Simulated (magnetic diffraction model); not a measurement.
# Solving a magnetic structure from powder neutron data: LiMg₂Mn₄Cr

Space group Amm2 (no. 38), a = 4.3500 Å, b = 5.7650 Å, c = 9.2740 Å.

| site | atom | x | y | z |
| --- | --- | --- | --- | --- |
| 2b | Mn | 1/2 | 1/2 | 0.6589 |
| 4e | Mn | 1/2 | 0.2370 | 0.9052 |
| 2a | Mn | 0 | 1/2 | 0.8393 |
| 2a | Cr | 0 | 1/2 | 0.3423 |
| 4d | Mg | 0 | 0.2614 | 0.0927 |
| 2b | Li | 1/2 | 1/2 | 0.1718 |

This is a made-up structure (elements placed in a structure type, unrelaxed), so the numbers test the method and describe no known phase.

Only Mn and Cr are taken to order (form factors of Mn2+ and Cr2+); orders and moment sizes are assumed, and not adapted to the symmetry. Radiation: neutrons of λ = 2.41 Å, 5° to 80°; isotropic B of 0.67 Å² (Mn), 0.62 Å² (Cr), 0.62 Å² (Mg) and 0.9 Å² (Li). Simulated constant-wavelength pattern: nuclear and magnetic terms add, the magnetic one as |2.695 fm × Σ f S⊥ exp(2πi Q·r) exp(−B s²)|², summed over all Q at one angle with the factor 1/(sin²θ cos θ). For collinear order S is the moment m, which repeats by lattice and centring translations R with the sign exp(−2πi k·R). Free-ion form factors, Sears's scattering lengths of 1992, no absorption; a label names one of the reflections at its angle. The strongest nuclear line in the range is 100, and lines under 0.2 are left out.

Above the ordering temperature:

| 2θ (°) | index | I |
| --- | --- | --- |
| 28.50 | (0 1 1) | 28.1 |
| 30.12 | (0 0 2) | 31.9 |
| 32.16 | (1 0 0) | 100.0 |
| 43.50 | (1 1 1) | 22.2 |
| 44.65 | (1 0 2) | 16.3 |
| 49.42 | (0 2 0) | 6.5 |
| 52.50 | (0 1 3) | 4.5 |
| 58.97 | (0 2 2) | 55.7 |
| 60.20 | (1 2 0) | 18.0 |
| 62.63 | (0 0 4) | 16.2 |
| 62.92 | (1 1 3) | 18.5 |
| 67.29 | (2 0 0) | 0.3 |
| 68.78 | (1 2 2) | 17.2 |
| 72.16 | (1 0 4) | 23.3 |
| 74.64 | (2 1 1) | 10.6 |
| 75.46 | (2 0 2) | 13.2 |
| 79.64 | (0 3 1) | 7.3 |

Below it (cell unchanged):

```csv
2θ (°),I
14.93,12.7
24.13,24.0
28.50,28.1
30.12,31.9
32.16,100.0
35.63,7.8
38.96,1.9
40.61,1.3
43.50,22.2
44.65,16.3
45.88,0.6
49.42,6.5
51.38,9.2
51.92,4.0
52.50,4.5
57.14,1.6
58.97,55.7
60.20,18.0
62.40,6.3
62.63,16.2
62.92,18.5
67.29,0.3
68.14,0.4
68.78,17.2
69.37,2.3
69.72,1.1
72.16,23.3
72.62,1.9
74.64,10.6
75.46,13.2
77.36,0.9
77.67,1.4
78.86,2.3
79.64,7.3
```

**Question.** Find the propagation vector, then choose among these models:
A. collinear moments along [101], 1.41 μB on Mn and 0.98 μB on Cr; signs + at (1/2, 1/2, 0.6589), + at (1/2, 0.2370, 0.9052), + at (1/2, 0.7630, 0.9052), − at (0, 1/2, 0.8393), − at (0, 1/2, 0.3423)
B. collinear moments along [101], 1.41 μB on Mn and 0.98 μB on Cr; signs + at (1/2, 1/2, 0.6589), + at (1/2, 0.2370, 0.9052), + at (1/2, 0.7630, 0.9052), + at (0, 1/2, 0.8393), + at (0, 1/2, 0.3423)
C. collinear moments along [111], 1.41 μB on Mn and 0.98 μB on Cr; signs + at (1/2, 1/2, 0.6589), + at (1/2, 0.2370, 0.9052), + at (1/2, 0.7630, 0.9052), + at (0, 1/2, 0.8393), + at (0, 1/2, 0.3423)
D. collinear moments along [111], 1.41 μB on Mn and 0.98 μB on Cr; signs + at (1/2, 1/2, 0.6589), + at (1/2, 0.2370, 0.9052), + at (1/2, 0.7630, 0.9052), − at (0, 1/2, 0.8393), − at (0, 1/2, 0.3423)

The new lines index as (0 0 1) at 14.93°, (0 1 0) at 24.13°, (1 0 1) at 35.63° and (0 1 2) at 38.96°, that is as H ± k with k = (0 0 1). The indices are whole but break the lattice centring, so the moments reverse under a centring translation, those with k·t a half-integer.

Magnetic intensity, observed (below minus above) and for each model:

| 2θ (°) | index | observed | A | B | C | D |
| --- | --- | --- | --- | --- | --- | --- |
| 14.93 | (0 0 1) | 12.7 | 7.3 | 12.7 | 26.6 | 15.3 |
| 24.13 | (0 1 0) | 24.0 | 2.7 | 24.0 | 18.2 | 2.1 |
| 35.63 | (1 0 1) | 7.8 | 13.9 | 7.8 | 8.6 | 15.3 |
| 38.96 | (0 1 2) | 1.9 | 8.0 | 1.9 | 2.0 | 8.4 |
| 40.61 | (1 1 0) | 1.3 | 11.8 | 1.3 | 1.2 | 11.0 |
| 51.38 | (1 1 2) | 9.2 | 2.2 | 9.2 | 9.7 | 2.3 |
| 51.92 | (0 2 1) | 4.0 | 5.7 | 4.0 | 3.1 | 4.5 |
| 62.40 | (1 2 1) | 6.3 | 4.3 | 6.3 | 5.4 | 3.7 |

Model B matches.

The structure used: k = (0 0 1), collinear moments along [101], 1.41 μB on Mn and 0.98 μB on Cr; signs + at (1/2, 1/2, 0.6589), + at (1/2, 0.2370, 0.9052), + at (1/2, 0.7630, 0.9052), + at (0, 1/2, 0.8393), + at (0, 1/2, 0.3423).

[Logs are printed without paths, hosts, clocks, repeated set-up lines and the standing remarks that a program may print on its own settings, such as how far it seeks lower states.]
